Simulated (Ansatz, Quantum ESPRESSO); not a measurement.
# GaIr (Pm-3m): zone-centre phonons, part 2 of 2

Aim: the zone-centre modes of GaIr (Pm-3m).

Quantum ESPRESSO 7.5; DFT LDA, scalar-relativistic, plane waves, JTH PAW pseudopotentials.

So far. Step 5 (Zone-centre response): The acoustic modes at Γ come out as far as 1.9 cm⁻¹ from zero, where they should vanish, a small numerical error. The relaxed cell has a = 2.997 Å (conventional setting).

### 6. Zone-centre analysis

A rigid shift of the crystal must cost nothing, but grids and finite bases break this; the acoustic sum rule is imposed before the matrix is diagonalised again.

File dynmat.in:

```
 &input
    fildyn='g.dyn',
    asr='simple',
 /
```

Run with:

```console
> dynmat.x -in dynmat.in > dynmat.out
```

Log:

```text
[banner, memory and clock lines left out]
Program DYNMAT v.7.5

     Reading Dynamical Matrix from file g.dyn
     ...Force constants read
     ...epsilon and Z* not read (not found on file)
     A direction for q was not specified:TO-LO splitting will be absent

     Polarizability (A^3 units)
     multiply by 1.000000 for Clausius-Mossotti correction
         0.000000    0.000000    0.000000
         0.000000    0.000000    0.000000
         0.000000    0.000000    0.000000

     IR activities are in (D/A)^2/amu units

# mode   [cm-1]    [THz]      IR
    1     -0.00   -0.0000    0.0000
    2     -0.00   -0.0000    0.0000
    3      0.00    0.0000    0.0000
    4    181.65    5.4458    0.0000
    5    181.65    5.4458    0.0000
    6    181.65    5.4458    0.0000
```

Wall time 0.45 s (1 thread of Arm Neoverse V1, shared host).

Numbers from this step:

```yaml
highest_optical_zone_centre_mode_no_lo_to_term: 181.7 cm⁻¹
lowest_optical_zone_centre_mode: 181.7 cm⁻¹
```

Zone-centre frequencies as printed; negative means imaginary. Modes:

```csv
mode,frequency (cm⁻¹)
1,0
2,0
3,0
4,181.7
5,181.7
6,181.7
```

The rule moves no optical mode by more than 0.1 cm⁻¹.

### 7. Sum rules set otherwise (asr no)

Without the rule the raw error of the acoustic modes shows.

File dynmat.in:

```
 &input
    fildyn='g.dyn',
    asr='no',
 /
```

Run with:

```console
> dynmat.x -in dynmat.in > dynmat.out
```

Log:

```text
[banner, memory and clock lines left out]
Program DYNMAT v.7.5

     Reading Dynamical Matrix from file g.dyn
     ...Force constants read
     ...epsilon and Z* not read (not found on file)
     A direction for q was not specified:TO-LO splitting will be absent

     Polarizability (A^3 units)
     multiply by 1.000000 for Clausius-Mossotti correction
         0.000000    0.000000    0.000000
         0.000000    0.000000    0.000000
         0.000000    0.000000    0.000000

     IR activities are in (D/A)^2/amu units

# mode   [cm-1]    [THz]      IR
    1     -1.93   -0.0577    0.0000
    2     -1.93   -0.0577    0.0000
    3     -1.93   -0.0577    0.0000
    4    181.64    5.4455    0.0000
    5    181.64    5.4455    0.0000
    6    181.64    5.4455    0.0000
```

Elapsed: 0.45 s, on 1 thread.

Read from the output:

```yaml
highest_optical_zone_centre_mode_no_lo_to_term: 181.6 cm⁻¹
lowest_optical_zone_centre_mode: 181.6 cm⁻¹
```

Zone-centre frequencies as printed; negative means imaginary. Modes:

```csv
mode,frequency (cm⁻¹)
1,-1.93
2,-1.93
3,-1.93
4,181.6
5,181.6
6,181.6
```

Against the first rule no mode moves by more than 2.0 cm⁻¹.

### 8. Sum rules set otherwise (asr crystal)

The rule can be imposed in more than one way; the choices should agree where the raw error is small.

File dynmat.in:

```
 &input
    fildyn='g.dyn',
    asr='crystal',
 /
```

Run with:

```console
> dynmat.x -in dynmat.in > dynmat.out
```

Log:

```text
[banner, memory and clock lines left out]
Program DYNMAT v.7.5

     Reading Dynamical Matrix from file g.dyn
     ...Force constants read
     ...epsilon and Z* not read (not found on file)
     Acoustic Sum Rule: || Z*(ASR) - Z*(orig)|| =    0.000000E+00
     Acoustic Sum Rule: ||dyn(ASR) - dyn(orig)||=    7.489519E-05
     A direction for q was not specified:TO-LO splitting will be absent

     Polarizability (A^3 units)
     multiply by 1.000000 for Clausius-Mossotti correction
         0.000000    0.000000    0.000000
         0.000000    0.000000    0.000000
         0.000000    0.000000    0.000000

     IR activities are in (D/A)^2/amu units

# mode   [cm-1]    [THz]      IR
    1      0.00    0.0000    0.0000
    2      0.00    0.0000    0.0000
    3      0.00    0.0000    0.0000
    4    181.64    5.4454    0.0000
    5    181.64    5.4454    0.0000
    6    181.64    5.4454    0.0000
```

Run time: 0.45 s. Hardware: 1 thread.

Zone-centre frequencies as printed; negative means imaginary. Modes:

```csv
mode,frequency (cm⁻¹)
1,0
2,0
3,0
4,181.6
5,181.6
6,181.6
```

Against the first rule no mode moves by more than 0.1 cm⁻¹.

### 9. A second program

The same cell goes through another code, with its own cutoff. The potentials differ. Its k mesh is centred on Γ.

This step: DFT LDA, scalar-relativistic, plane waves, PseudoDojo norm-conserving pseudopotentials (Ansatz 0.2.0).

File input.yaml:

```yaml
crystal:
  lattice:
    - [2.997159495, 0.0, 0.0]
    - [0.0, 2.997159495, 0.0]
    - [0.0, 0.0, 2.997159495]
  atoms:
    - { symbol: Ga, position: [0.0, 0.0, 0.0] }
    - { symbol: Ir, position: [0.5, 0.5, 0.5] }
kpoints:
  mp_grid: { grid: [12, 12, 12] }
hamiltonian:
  xc: lda
  pseudopotentials: { kind: nc, accuracy: standard }
scf:
  occupations: { method: cold, width: 0.27211 }
output:
  eigenvalues: true
phonons:
  method: dfpt
```

Run with:

```console
> ansatz run input.yaml --threads 4 --pin off --max-ram 8192MiB --backend cpu --events-out ev --progress --plain --runs-dir out
```

Log:

```text
Engine: ansatz 0.2.0, aarch64-unknown-linux-gnu
Pseudopotentials: kind: nc
Pseudopotential: Ga, nc, valence charge 13, recommended cutoff 1088.45545 eV (normal), Ga.nc.azcp (PseudoDojo's, or run here from an input of PseudoDojo's; its table is named by hamiltonian.pseudopotentials.accuracy)
Pseudopotential: Ir, nc, valence charge 17, recommended cutoff 925.187132 eV (normal), Ir.nc.azcp (PseudoDojo's, or run here from an input of PseudoDojo's; its table is named by hamiltonian.pseudopotentials.accuracy)
Functional definition: SPW92
  exchange = slater_x
  correlation = pw_c
Crystal: 2 atoms, lattice volume = 26.923 Å³
Basis set: ecut = 1088.45545 eV, 2205 PW (Γ), exchange–correlation on 72×72×72 points (8 copies of the dense FFT grid, shifted against one another)
Bands: 19, of which v1, the nominal top of the filled ones, is band 15 counted from 1 (14 counted from 0)
Symmetry: 48 space group operations
k-points: 196 of 1728 (irreducible under 8 space group operations, time reversal used)
Non-local potential: Ga, projectors of the file, l = 0: 2, l = 1: 2, l = 2: 2
Non-local potential: Ir, projectors of the file, l = 0: 2, l = 1: 2, l = 2: 2, l = 3: 2
Initial density: superposition of atomic densities (chi_scale 0.1, normalization cell, long waves kept (reshape's long-wave potential 0.00 eV rms))
Initial wavefunctions: pseudopotential atomic-orbital guess
Functional: x = slater, c = lda
SCF iter   1: F=—  HF=-5207.153800 eV  |F-HF|=—  |Δ(HF+E_count)|=         —  Δρ=4.63e-2  dr2=3.60e-1  ethr=3.10e-3  ⟨swp⟩=4.6  Hψ=15883  notcnv=0
preconditioner: auto → none  [metal: Δε(μ)=0.016 eV  Ē_g=14.572 eV  σ=0.272 eV  W_gap=0.04  n_scr=6 (ndim 8)  ℏωp=33.6 eV  f_vac=0.000  D(μ)=0.57/eV (n_scr^D=0)  sad-step TF]
SCF iter   2: F=—  HF=-5207.066151 eV  |F-HF|=—  |Δ(HF+E_count)|=   8.76e-2  S|Δr|=    0.00e0  Δρ=2.05e-2  dr2=5.46e-2  ethr=1.20e-3  ⟨swp⟩=1.0  Hψ=5371  notcnv=0
SCF iter   3: F=—  HF=-5207.055796 eV  |F-HF|=—  |Δ(HF+E_count)|=   1.04e-2  S|Δr|=    0.00e0  Δρ=1.10e-2  dr2=3.84e-2  ethr=1.82e-4  ⟨swp⟩=2.4  Hψ=5925  notcnv=0
SCF iter   4: F=—  HF=-5207.047150 eV  |F-HF|=—  |Δ(HF+E_count)|=   8.65e-3  S|Δr|=    0.00e0  Δρ=1.81e-3  dr2=2.11e-4  ethr=1.28e-4  ⟨swp⟩=2.1  Hψ=5257  notcnv=0
SCF iter   5: F=—  HF=-5207.047078 eV  |F-HF|=—  |Δ(HF+E_count)|=   7.18e-5  S|Δr|=    0.00e0  Δρ=3.49e-4  dr2=1.14e-5  ethr=7.05e-7  ⟨swp⟩=2.1  Hψ=6200  notcnv=0
SCF iter   6: F=—  HF=-5207.047073 eV  |F-HF|=—  |Δ(HF+E_count)|=   5.05e-6  S|Δr|=    0.00e0  Δρ=8.49e-5  dr2=4.28e-7  ethr=3.79e-8  ⟨swp⟩=2.0  Hψ=6679  notcnv=0
SCF iter   7: F=—  HF=-5207.047074 eV  |F-HF|=—  |Δ(HF+E_count)|=   9.75e-7  S|Δr|=    0.00e0  Δρ=1.12e-5  dr2=1.06e-8  ethr=1.43e-9  ⟨swp⟩=1.6  Hψ=3900  notcnv=0
SCF iter   8: F=—  HF=-5207.047074 eV  |F-HF|=—  |Δ(HF+E_count)|=   1.34e-9  S|Δr|=    0.00e0  Δρ=8.68e-7  dr2=9.87e-11  ethr=3.52e-11  ⟨swp⟩=2.0  Hψ=6663  notcnv=0
SCF iter   9: F=-5207.047074 eV  HF=-5207.047074 eV  |F-HF|=1.82e-12  |Δ(HF+E_count)|=  2.18e-11  S|Δr|=    0.00e0  Δρ=6.07e-8  dr2=3.79e-13  ethr=1.00e-12  ⟨swp⟩=6.0  Hψ=18696  notcnv=0
SCF 1 converged in 9 iterations: F = -5207.047074 eV  dr2 = 3.79e-13
DFPT response loops at Γ: preconditioner auto → Kerker (q_TF=auto, 2.778 Å⁻¹) (partly filled bands, converged f_vac=0.000); β = 1.00, the filter's whole step (`scf.mixing.beta` (0.50) is not read by the response loops under this deck's `scf.mixing.preconditioner`; to damp them name `kerker` or `kerker_dos`, under which they read `scf.mixing.beta`, and type it under 1.00, their step now; both keys bind the ground state too); Broyden in place of MSR1
SCF converged after 9 iterations
Stability not checked: this state was not tested for a lower state beside it, because cold or Methfessel-Paxton smearing, or corrected tetrahedra, fill the levels in a way that the test cannot read (fill_not_monotonic; see scf.lower_state_search)
Free energy (F): -5207.047074 eV
Harris-Foulkes:  -5207.047074 eV  (|F-HF|=1.82e-12)
Internal energy: -5207.036273 eV  (E = F + TS)
E sigma→0 (E₀):  -5207.043474 eV
Entropy (-TS):   -0.010801 eV (-5.400 meV/atom)
Fermi energy:    21.786926 eV
--- Per-component energies (eV) ---
  E_band       = -42.294191
  E_kinetic    = 2588.086039
  E_local      = -2642.202724  (includes V_loc(G=0)·N_el)
  E_nonlocal   = -878.479501
  E_hartree    = 841.706960
  E_xc         = -1143.031822
  E_vxc        = -793.111955  (∫ρ·V_xc dr)
  E_ewald      = -3973.115225
  E_smearing   = -0.010801  (= −TS)
  E_closure    = 0.000000  (closes the sum)
  Σ components = -5207.047074   (vs F -5207.047074, Δ=0.00e0)
--- Band table (eV; the first three rows and the last of 196) ---
  k-point 0: bands = [... 11 lower, 16.4611, 20.2946, 20.2946, 20.2946, 25.5376, 25.5376, 25.5376, 31.1327]
  k-point 1: bands = [... 11 lower, 16.4996, 20.0610, 20.0610, 20.2978, 24.7843, 25.9096, 25.9096, 31.7008]
  k-point 2: bands = [... 11 lower, 16.5391, 19.5269, 19.5269, 20.3065, 23.3797, 26.8608, 26.8608, 32.3801]
  k-point 195: bands = [... 11 lower, 14.9217, 19.9270, 21.6894, 21.6894, 25.3062, 25.3062, 25.3062, 28.1634]
--- Phonons (Γ-DFPT): 2 representative perturbations + reference, on 196 of 1728 k-points (Σ response iterations 6) ---
  k mesh reduced under 8 symmetry operations, with k and −k counted as one. Each operation leaves every solved perturbation unchanged. A smaller set is not used because it would not reduce the number of displacements times k-points to solve
  ASR residual: 1.528e-4 → 0.000e0 eV/Å²; symmetrization residual: 3.095e-6 eV/Å²
  ASR residual per site (eV/Å²): 3.81e-5 1.53e-4
  Γ frequencies (cm⁻¹): 0.00 0.00 0.00 179.61 179.61 179.61
  non-analytic LO–TO correction: not included (Born effective charges unavailable; polar crystals: no LO–TO splitting at Γ)
```

Run time: 25 s. Hardware: 4 threads; peak memory 1.2 GiB; 99 s of CPU time.

This step gave:

```
sum-rule residual before enforcement             : 1.53e-4 eV/Å²
highest optical zone-centre mode (no LO-TO term) : 179.6 cm⁻¹
lowest optical zone-centre mode                  : 179.6 cm⁻¹
```

### 10. Side by side: QE JTH and Ansatz, PseudoDojo

Numbers from this step:

```
root-mean-square difference : 2.04 cm⁻¹
largest difference          : 2.04 cm⁻¹
```

Frequencies side by side, by row:

```csv
q (reciprocal lattice),mode,QE JTH (cm⁻¹),"Ansatz, PseudoDojo (cm⁻¹)"
0 0 0,1,0,0
0 0 0,2,0,0
0 0 0,3,0,0
0 0 0,4,181.7,179.6
0 0 0,5,181.7,179.6
0 0 0,6,181.7,179.6
```

At the zone centre the largest difference (acoustic modes at Γ apart) is 1 % of the highest mode.

### 11. Outcome

| Item | Value |
| --- | --- |
| space group after relaxation | Pm-3m |
| volume per atom | 13.5 Å³ |
| highest optical zone-centre mode (no LO-TO term) | 181.7 cm⁻¹ |
| imaginary optical modes at the zone centre (no q mesh in this session) | none |
| largest difference from Ansatz, PseudoDojo | 2.04 cm⁻¹ |

In words: At the LDA level the optical modes of GaIr (Pm-3m) at the zone centre lie at 182 cm⁻¹. QE JTH and Ansatz, PseudoDojo differ by 2.0 cm⁻¹ in the root mean square and by 2.0 cm⁻¹ at most, 1.1 % of the highest mode compared (acoustic modes at Γ left out); the two use different potentials, and the cell was not relaxed for the second set. These are harmonic frequencies at zero temperature: anharmonic shifts and linewidths and thermal expansion are left out. Spin-orbit coupling is left out, which can matter for the heavy elements here. In a metal the frequencies hang on the k mesh and the smearing, most of all near Kohn anomalies.

[Host names and launcher messages were left out of these logs when they were recorded.]

[Logs are printed without paths, hosts, clocks, repeated set-up lines and the standing remarks that a program may print on its own settings, such as how far it seeks lower states.]

[Hosts, paths, dates, database ids (printed as entryN), source tags and the programs' standing remarks are cut or masked in the printed files.]
